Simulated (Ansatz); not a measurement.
Consider SrNbO3 (cubic perovskite) (Pm-3m).

```
Sr Nb O
1.0
     0.00000   -3.98521    0.00000
     0.00000    0.00000    3.98521
    -3.98521    0.00000    0.00000
Sr Nb O
1 1 3
Cartesian
  0.0000 0.0000 0.0000
  -1.9926 -1.9926 1.9926
  0.0000 -1.9926 1.9926
  -1.9926 -1.9926 0.0000
  -1.9926 0.0000 1.9926
```

The structure was relaxed with LDA. The structure type comes from a generator and need not be one that this composition takes. The structure was generated from a model, not taken from a measurement. The runs that relaxed it are not among those shown. The program's search for lower electronic states was switched off, so nothing shows that the state found is the lowest. PAW set soft_2, made with PBE.

A constrained-RPA run (Ansatz 0.2.0; non-magnetic LDA; Nb t2g, bands v1 to c2, 6×6×6 mesh, medium accuracy) builds 3 functions on bands 4.2 eV wide, with 1.0 electrons in the window. The bare on-site interaction is 10.6 eV and the bare J 0.37 eV.

Question: Estimate U, U′ and J.

On the Nb t2g shell, U = 2.92 eV (28 % of the bare value), U′ = 2.39 eV, J = 0.27 eV.

The parent state is non-magnetic and the interaction static (zero frequency); U depends on the window and the orbitals, so it belongs to this model alone.

[Paths, hosts, dates, memory and timing lines, banners, echoed tables and standing remarks are left out of the program output.]

[Logs are printed without paths, hosts, clocks, repeated set-up lines and the standing remarks that a program may print on its own settings, such as how far it seeks lower states.]

[Runs of the session that timed out or met a known fault of the program may be left out.]

[Hosts, paths, dates, database ids (printed as entryN), source tags and the programs' standing remarks are cut or masked in the printed files.]
